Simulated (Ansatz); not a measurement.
# Ni3GeC (Pm-3m): phonons and vibrational spectra

How does Ni3GeC (Pm-3m) vibrate, and is this structure a minimum?

Main program and level: Ansatz 0.2.0; DFT PBEsol, scalar-relativistic, plane waves, PAW; PAW set soft_1.

This is a report of a sequence of runs, with most program output left out.

## Step 1: Set-up

It takes space group Pm-3m (No. 221, cubic). Conventional cell: a = 3.809 Å, b = 3.809 Å, c = 3.809 Å, α = 90.00°, β = 90.00°, γ = 90.00°. Nearest to Ni lie 2 C at 1.90 Å and 4 Ge at 2.69 Å and 8 Ni at 2.69 Å. Ge has 12 Ni at 2.69 Å nearest. C has 6 Ni at 1.90 Å nearest. Farther neighbours are not listed.

## Step 2: Bringing the structure to rest

Harmonic phonons are second derivatives at a point where the forces vanish, and they are wanted at zero stress, so atoms and cell are relaxed first.

File input.yaml:

```yaml
crystal:
  lattice:
    - [3.808709, 0.0, 0.0]
    - [0.0, 3.808709, 0.0]
    - [0.0, 0.0, 3.808709]
  atoms:
    - { symbol: Ni, position: [0.0, 0.5, 0.5] }
    - { symbol: Ni, position: [0.5, 0.5, 0.0] }
    - { symbol: Ni, position: [0.5, 0.0, 0.5] }
    - { symbol: Ge, position: [0.0, 0.0, 0.0] }
    - { symbol: C, position: [0.5, 0.5, 0.5] }
kpoints:
  mp_grid: { grid: [10, 10, 10] }
hamiltonian:
  xc: pbesol
  pseudopotentials: { kind: paw, azcp: { folder: soft_1 }, xc_functional: pbe }
scf:
  occupations: { method: gaussian, width: 0.1 }
output:
  forces: true
  stress: true
  eigenvalues: true
  write_density: true
  write_potential: true
  elf: true
  volumetric_format: npy
relax:
  adjacent_minimum: "off"
  f_tol: 0.005
  max_steps: 80
  cell: { stress_tol: 0.05 }
```

Started as:

```bash
ansatz run input.yaml --threads 4 --pin off --max-ram 10240MiB --backend cpu --events-out ev --progress --plain --runs-dir out
```

Elapsed: 14 s, on 4 threads of Arm Neoverse V2, shared host; peak memory 0.47 GiB.

This run has no spin polarisation, although Ni can carry a moment.

Step by step:

```
step  energy less that of the first step (eV)  largest force component (eV/Å)  pressure (GPa)  volume (Å³)
   1                                   0.0000                          0.0000           -7.05        55.25
   2                                  -0.0370                          0.0000           -3.35        54.14
   3                                  -0.0473                          0.0000            0.25        53.18
   4                                  -0.0473                          0.0000           -0.01        53.24
  5*                                  -0.0458                          0.0000           -0.01        53.24
```

Relaxation steps marked * repeat the geometry before them on a plane-wave basis chosen anew for their cell, so energy and pressure can jump there.

Forces are held to the 48 operations that the run works with; a distortion that breaks them can't arise in this run.

```
conventional cell, symmetrised  before  after  change
                         a (Å)   3.809  3.762  -1.2 %
                         b (Å)   3.809  3.762  -1.2 %
                         c (Å)   3.809  3.762  -1.2 %
              volume (Å³/atom)   11.05  10.65  -3.6 %
```

The relaxed structure:

```cif
data_structure
_symmetry_space_group_name_H-M 'P 1'
_symmetry_Int_Tables_number 1
_cell_length_a 3.7620
_cell_length_b 3.7620
_cell_length_c 3.7620
_cell_angle_alpha 90.000
_cell_angle_beta 90.000
_cell_angle_gamma 90.000
_cell_volume 53.24
loop_
_atom_site_label
_atom_site_type_symbol
_atom_site_fract_x
_atom_site_fract_y
_atom_site_fract_z
_atom_site_occupancy
Ni1 Ni 0.00000 0.50000 0.50000 1
Ni2 Ni 0.50000 0.50000 0.00000 1
Ni3 Ni 0.50000 0.00000 0.50000 1
Ge4 Ge 0.00000 0.00000 0.00000 1
C5 C 0.50000 0.50000 0.50000 1
```

Numbers from this step:

| Property | Result |
| --- | --- |
| pressure | -0.009543 GPa |
| volume per atom | 10.65 Å³ |
| gap on the k-mesh | 0 eV |

ELF in the ac plane at fractional y = 0.500, with atoms of Ni and C within 0.2 Å of it. It is the smooth field of the valence electrons, not physical close to the nuclei.

Values, 13 rows by 14 columns, each cell a mean:
```
0.20 0.20 0.20 0.16 0.19 0.38 0.75 0.86 0.65 0.31 0.18 0.17 0.20 0.20
0.19 0.20 0.21 0.18 0.17 0.23 0.35 0.42 0.31 0.20 0.17 0.19 0.21 0.20
0.16 0.17 0.19 0.22 0.22 0.22 0.23 0.24 0.23 0.22 0.22 0.21 0.18 0.16
0.20 0.19 0.17 0.23 0.39 0.51 0.57 0.58 0.55 0.48 0.35 0.19 0.17 0.20
0.52 0.39 0.22 0.23 0.52 0.70 0.65 0.61 0.68 0.68 0.44 0.19 0.25 0.43
0.90 0.71 0.32 0.24 0.57 0.67 0.33 0.17 0.44 0.70 0.49 0.20 0.40 0.79
0.94 0.77 0.34 0.24 0.58 0.66 0.25 0.09 0.38 0.70 0.50 0.20 0.44 0.85
0.66 0.49 0.24 0.23 0.54 0.71 0.57 0.49 0.63 0.70 0.46 0.19 0.29 0.55
0.27 0.23 0.18 0.23 0.44 0.61 0.67 0.68 0.66 0.58 0.39 0.19 0.19 0.25
0.16 0.16 0.18 0.22 0.26 0.28 0.30 0.30 0.29 0.27 0.26 0.21 0.17 0.16
0.18 0.19 0.21 0.19 0.17 0.19 0.24 0.27 0.23 0.18 0.17 0.20 0.20 0.19
0.20 0.20 0.20 0.17 0.19 0.34 0.65 0.76 0.56 0.28 0.18 0.17 0.20 0.20
0.20 0.20 0.19 0.16 0.20 0.46 0.88 0.96 0.79 0.36 0.19 0.16 0.20 0.20
```
Columns run along a (3.8 Å), rows up along c (3.8 Å). Atoms in or near the plane, at fractional coordinates: Ni at (0.00, 0.50), Ni at (0.50, 0.00), C at (0.50, 0.50).

Electrostatic potential energy in the ac plane at fractional y = 0.500, with atoms of Ni and C within 0.2 Å of it. With pseudopotentials it is smooth inside the atoms' cores, unlike the true potential.

Ten even steps from '0' (-39 eV) to '9' (28 eV), each cell a mean:
```
88875578646888
88886445457888
77888755678887
55788766778765
65567632467645
97456300146558
98456300046558
75467521367546
45677765678755
77888766678877
88887544467888
88875467646888
88875599855888
```
Columns run along a (3.8 Å; values clipped at the 3rd and 97th percentile), rows up along c (3.8 Å). Atoms in or near the plane, at fractional coordinates: Ni at (0.00, 0.50), Ni at (0.50, 0.00), C at (0.50, 0.50).

Valence density in the ac plane at fractional y = 0.500, with atoms of Ni and C within 0.2 Å of it. It is the smooth field of the valence electrons, not physical close to the nuclei.

Values in e/Å³, 13 rows by 14 columns, each cell a mean:
```
 0  0  0  0  1  5 20 29 15  3  1  0  0  0
 0  0  0  0  1  2  5  7  4  1  0  0  0  0
 0  0  0  0  0  1  1  1  1  1  0  0  0  0
 1  1  1  0  0  1  1  1  1  1  0  0  1  1
10  6  2  1  1  1  1  1  1  1  1  1  2  7
37 19  4  1  1  1  2  2  2  1  1  1  6 23
45 22  5  1  1  1  2  2  2  1  1  1  7 28
16  9  2  1  1  1  1  2  1  1  1  1  3 11
 3  2  1  0  0  1  1  1  1  1  0  0  1  2
 0  0  0  0  0  1  1  1  1  0  0  0  0  0
 0  0  0  0  0  1  3  3  2  1  0  0  0  0
 0  0  0  0  1  4 15 22 11  3  1  0  0  0
 0  0  0  0  1  8 33 48 24  5  1  0  0  0
```
Columns run along a (3.8 Å), rows up along c (3.8 Å). Atoms in or near the plane, at fractional coordinates: Ni at (0.00, 0.50), Ni at (0.50, 0.00), C at (0.50, 0.50).

In this step the volume went from 11.05 to 10.65 Å³/atom.

## Step 3: Tight relaxation

Phonons need a cell at rest on their own settings, so the relaxation is repeated with tight tolerances on forces and stress, using the mesh and the filling of the phonon run that follows.

input.yaml, the sections that differ from step 2:

```yaml
crystal:
  lattice:
    - [3.7620236669, 0.0, 0.0]
    - [0.0, 3.7620236669, 0.0]
    - [0.0, 0.0, 3.7620236669]
  atoms:
    - { symbol: Ni, position: [0.0, 0.5, 0.5] }
    - { symbol: Ni, position: [0.5, 0.5, 0.0] }
    - { symbol: Ni, position: [0.5, 0.0, 0.5] }
    - { symbol: Ge, position: [0.0, 0.0, 0.0] }
    - { symbol: C, position: [0.5, 0.5, 0.5] }
kpoints:
  mp_grid: { grid: [12, 12, 12] }
scf:
  occupations: { method: methfessel_paxton, width: 0.2 }
relax:
  adjacent_minimum: "off"
  f_tol: 0.001
  max_steps: 60
  cell: { stress_tol: 0.01 }
# hamiltonian, output: as in step 2
```

Run time: 13 s. Hardware: 4 threads; peak memory 0.5 GiB.

Little changed from the start: no atom moved by 0.005 Å and no cell edge by 0.1 %.

This step gave:

| Property | Result |
| --- | --- |
| pressure | 7.45e-4 GPa |

Electrostatic potential energy in the ac plane at fractional y = 0.500, with atoms of Ni and C within 0.2 Å of it. With pseudopotentials it is smooth inside the atoms' cores, unlike the true potential.

Ten even steps from '_' (-39 eV) to '@' (28 eV), each cell a mean:
```
%%%%%%##++++##@@##==**%%%%%%
%%%%%%%%**==++++==++##%%%%%%
%%%%%%%%##**++==++**##%%%%%%
++**##%%%%##****####%%####**
++==++####**====++####**++==
%%**==**##==..__::++##++==##
@@%%==++**--______==**==++@@
@@##==++**--____..==**++++##
++++++####**----==**##**==++
++++##%%%%##****####%%##**++
####%%%%%%##++++**##%%%%%%##
%%%%%%%%##++======++##%%%%%%
%%%%%%##++++##%%**==**%%%%%%
%%%%%%##++++@@@@%%++++%%%%%%
```
Columns run along a (3.8 Å; values clipped at the 3rd and 97th percentile), rows up along c (3.8 Å). Atoms in or near the plane, at fractional coordinates: Ni at (0.00, 0.50), Ni at (0.50, 0.00), C at (0.50, 0.50).

Valence density in the ac plane at fractional y = 0.500, with atoms of Ni and C within 0.2 Å of it. It is the smooth field of the valence electrons, not physical close to the nuclei.

Ten steps, logarithmic in the rise over the least value, from '_' (0 e/Å³) to '@' (49 e/Å³), each cell a mean:
```
________::++%%%%##==..______
________..--++**++::..______
__________..::::::..________
::....____....::....____....
++==::......::::::......::==
%%##==....::::--::::..::++##
@@%%++::::::--::--::::::**%%
@@##==::..::----::::..::++%%
**++::....::::::::......--++
::::..__......::....____..::
__________..::::....________
________..::==++==::..______
________::++##%%##==..______
________::**@@@@%%++::______
```
Columns run along a (3.8 Å), rows up along c (3.8 Å). Atoms in or near the plane, at fractional coordinates: Ni at (0.00, 0.50), Ni at (0.50, 0.00), C at (0.50, 0.50).

ELF in the ac plane at fractional y = 0.500, with atoms of Ni and C within 0.2 Å of it. It is the smooth field of the valence electrons, not physical close to the nuclei.

Ten even steps from '0' (0.05) to '9' (0.96), each cell a mean:
```
11111379621111
11111234311111
11111111111111
11113444443111
32114677764112
85225743574136
98325610374149
96225631474137
43115766764123
11113555543111
11111122211111
11111123211111
11111368521111
11111499831111
```
Columns run along a (3.8 Å), rows up along c (3.8 Å). Atoms in or near the plane, at fractional coordinates: Ni at (0.00, 0.50), Ni at (0.50, 0.00), C at (0.50, 0.50).

The forces vanish by symmetry and the pressure is 0.001 GPa, within the tolerances set. The cell now holds 10.65 Å³/atom.

## Step 4: Zone-centre response

The zone centre comes first: it holds the modes that light can see, as far as symmetry allows. No field response is asked, since the mesh shows no gap.

input.yaml, the sections that differ from step 3:

```yaml
crystal:
  lattice:
    - [3.761644871, 0.0, 0.0]
    - [0.0, 3.761644871, 0.0]
    - [0.0, 0.0, 3.761644871]
  atoms:
    - { symbol: Ni, position: [0.0, 0.5, 0.5] }
    - { symbol: Ni, position: [0.5, 0.5, 0.0] }
    - { symbol: Ni, position: [0.5, 0.0, 0.5] }
    - { symbol: Ge, position: [0.0, 0.0, 0.0] }
    - { symbol: C, position: [0.5, 0.5, 0.5] }
output:
  eigenvalues: true
phonons:
  method: dfpt
# kpoints, hamiltonian, scf: as in step 3
# relax: removed
```

Wall time 2.4 min (4 threads); peak memory 2.8 GiB.

This step gave:

```
sum-rule residual before enforcement                    : 4.46e-5 eV/Å²
point group                                             : m-3m
highest optical mode at the zone centre (no LO-TO term) : 601.1 cm⁻¹
lowest optical zone-centre mode                         : -92.66 cm⁻¹
```

Patterns of degenerate modes are one choice out of their space. The modes at Γ (shares of kinetic energy by element, %) (negative means imaginary):

```
mode  frequency (cm⁻¹)  symmetry  Ni %  Ge %  C %
   1             -92.7       T2u   100     0    0
   2             -92.7       T2u   100     0    0
   3             -92.7       T2u   100     0    0
   4               0.0  acoustic    68    28    5
   5               0.0  acoustic    68    28    5
   6               0.0  acoustic    68    28    5
   7              96.2       T1u    80    10   10
   8              96.2       T1u    80    10   10
   9              96.2       T1u    80    10   10
  10             123.5       T1u    32    62    6
  11             123.5       T1u    32    62    6
  12             123.5       T1u    32    62    6
  13             601.1       T1u    20     0   80
  14             601.1       T1u    20     0   80
  15             601.1       T1u    20     0   80
```

Displacements in mode 2 (-92.7 cm⁻¹), the largest set to 1:
```
Ni1  0.00 -1.00 -0.01
Ni2 -0.01  1.00  0.00
Ni3  0.01  0.00  0.01
Ge4  0.00  0.00  0.00
C5   0.00  0.00  0.00
```

Displacements in mode 13 (601.1 cm⁻¹), the largest set to 1:
```
Ni1  0.00  0.00  0.02
Ni2  0.00  0.00 -0.23
Ni3  0.00  0.02  0.02
Ge4  0.00  0.00 -0.01
C5   0.00 -0.07  1.00
```

Before it was imposed, the acoustic sum rule was missed by 4.5e-5 eV/Å². Small misses are needed for a sound result but don't prove that mesh and cutoff are converged. The lowest optical mode is imaginary, 92.7i cm⁻¹, so the energy falls along it.

## Step 5: Phonons on a q mesh

Stability and thermal properties need the whole zone. Linear response on a 2×2×2 q mesh gives force constants as far as a supercell of that size would.

input.yaml, as its differences from that of step 4:

```diff
@@ -22 +22,8 @@
   method: dfpt
+  qmesh: [2, 2, 2]
+  temperatures: { t_max: 1000, t_step: 50 }
+  qpath:
+    path:
+      - [[0.0, 0.0, 0.0], [0.0, 0.5, 0.0], [0.5, 0.5, 0.0], [0.0, 0.0, 0.0], [0.5, 0.5, 0.5], [0.0, 0.5, 0.0]]
+      - [[0.5, 0.5, 0.5], [0.5, 0.5, 0.0]]
+    npoints: 10
```

Run time: 11 min. Hardware: 4 threads; peak memory 2.3 GiB.

This step gave:

```yaml
sum_rule_residual_before_enforcement: 4.50e-5 eV/Å²
lowest_frequency_on_the_path: -129.7 cm⁻¹
highest_frequency_on_the_path_or_at_a_solved_wavevector: 722.6 cm⁻¹
lowest_mode_on_the_q_mesh_acoustic_modes_at_gamma_apart: -129.7 cm⁻¹
```

Frequencies (cm⁻¹) solved at each irreducible wavevector; negative means imaginary. Frequencies by wavevector, by row:

```
q in reciprocal lattice units  star  mode 1  mode 2  mode 3  mode 4  mode 13  mode 14  mode 15
                        0 0 0     1   -92.7   -92.7   -92.7       0    601.1    601.1    601.1
                     0 0 -0.5     3  -129.7     -76   -66.6   -66.6    608.5    608.5    698.6
                  0 -0.5 -0.5     3  -114.9  -106.6  -106.6   -98.9    620.7    722.6    722.6
               -0.5 -0.5 -0.5     1   -70.2   -70.2   -70.2    48.1    720.7    720.7    720.7
```

Interpolated from a 2×2×2 q mesh, rough between the solved points. The phonon branches at the labelled points (cm⁻¹):

```
    point  branch 1  branch 2  branch 3  branch 4  branch 12  branch 13  branch 14  branch 15
        Γ       -93       -93       -93         0        124        601        601        601
  halfway       -87       -87       -85       -78        220        605        605        647
        X      -130       -76       -67       -67        274        608        608        699
  halfway      -120       -90       -89       -86        279        615        663        711
        M      -115      -107      -107       -99        296        621        723        723
  halfway       -93       -92       -83       -82        241        610        655        655
        Γ       -93       -93       -93         0        124        601        601        601
  halfway       -94       -92       -92       -70        265        660        660        662
        R       -70       -70       -70        48        358        721        721        721
  halfway      -108       -93       -93       -68        299        665        667        716
        X      -130       -76       -67       -67        274        608        608        699
jump to R       -70       -70       -70        48        358        721        721        721
  halfway       -95       -93       -93       -55        325        669        722        722
        M      -115      -107      -107       -99        296        621        723        723
```

Tetrahedra on a 16×16×16 mesh, mean over bins of 10 cm-1. Interpolated from a 2×2×2 q mesh, rough between the solved points. The phonon density of states by wavenumber; read off at these points:

```
wavenumber (cm⁻¹)  phonon density of states (1/cm⁻¹/cell)
             -135                                  1.0e-5
             -105                                  0.0416
              -95                                   0.132
              -75                                  0.0750
              -65                                  0.0862
              -45                                  0.0215
              -15                                  0.0052
               15                                 0.00478
               45                                  6.9e-4
               75                                       0
              105                                  0.0187
              125                                   0.107
              135                                  0.0866
              165                                  0.0159
              195                                  0.0158
              225                                  0.0325
              255                                 0.00666
              285                                  0.0135
              305                                 0.00656
              335                                 0.00241
              365                                       0
              395                                       0
              425                                       0
              455                                       0
              485                                       0
              515                                       0
              545                                       0
              575                                       0
              605                                  0.0188
              615                                  0.0402
              635                                  0.0223
              665                                  0.0183
              695                                  0.0233
              715                                  0.0356
              725                                 0.00459
```

The partial phonon density of states has structure finer than the step of the table below, so its rows give means over 25 cm⁻¹, whole bins alone (the curve runs from -139 to 753 cm⁻¹). Peaks (cm⁻¹: height): C 618.1: 0.0295, 668.5: 0.0197, 713.4: 0.0305; Ge 124.7: 0.0960; Ni -88.4: 0.130, 225.6: 0.0292.

Phonopy on the run's constants, 15x15x15 mesh, Gaussian sigma 6.4 cm-1. Interpolated from a 2×2×2 q mesh, rough between the solved points. The partial phonon density of states by wavenumber; means over each step; values in 1/cm⁻¹/cell:

```
wavenumber (cm⁻¹)        C       Ge       Ni
             -125   2.4e-5   2.1e-5   0.0122
             -100   2.8e-5   1.8e-4   0.0821
              -75   1.6e-5   8.6e-4   0.0905
              -50   1.4e-5  0.00114   0.0356
              -25   1.4e-5   6.9e-4  0.00892
                0   1.9e-5   3.2e-4  0.00220
               25   3.0e-5   5.9e-4  0.00373
               50   6.2e-7   8.6e-5   7.5e-4
               75   1.0e-5   4.7e-5   7.2e-5
              100   4.7e-4   0.0198  0.00340
              125  0.00175   0.0811   0.0101
              150  0.00256   0.0131   0.0140
              175  0.00166  0.00111   0.0122
              200  0.00128   5.2e-4   0.0158
              225   7.3e-4   2.4e-4   0.0239
              250   3.0e-4   2.2e-5  0.00808
              275   3.3e-4   2.4e-5   0.0136
              300   1.8e-4   1.3e-5  0.00878
              325   6.5e-5   5.6e-7  0.00343
              350   1.0e-5        0  0.00116
              375        0        0   3.4e-5
              400        0        0        0
              425        0        0        0
              450        0        0        0
              475        0        0        0
              500        0        0        0
              525        0        0        0
              550        0        0        0
              575   4.0e-5        0   9.2e-6
              600   0.0108   5.6e-6  0.00227
              625   0.0248   1.7e-5  0.00411
              650   0.0172   2.0e-5  0.00167
              675   0.0180   2.5e-5   8.6e-4
              700   0.0259   4.3e-5   4.0e-4
              725   0.0136   2.7e-5   5.7e-5
```

Symmetry leaves 4 wavevectors to solve. The lowest mode among them, the acoustic zeros apart, lies at q = (0, 0, -0.5) and is imaginary, 129.7i cm⁻¹, so the energy falls along it.

(Continued in part 2 of 2.)

[Logs are printed without paths, hosts, clocks, repeated set-up lines and the standing remarks that a program may print on its own settings, such as how far it seeks lower states.]

[Hosts, paths, dates, database ids (printed as entryN), source tags and the programs' standing remarks are cut or masked in the printed files.]
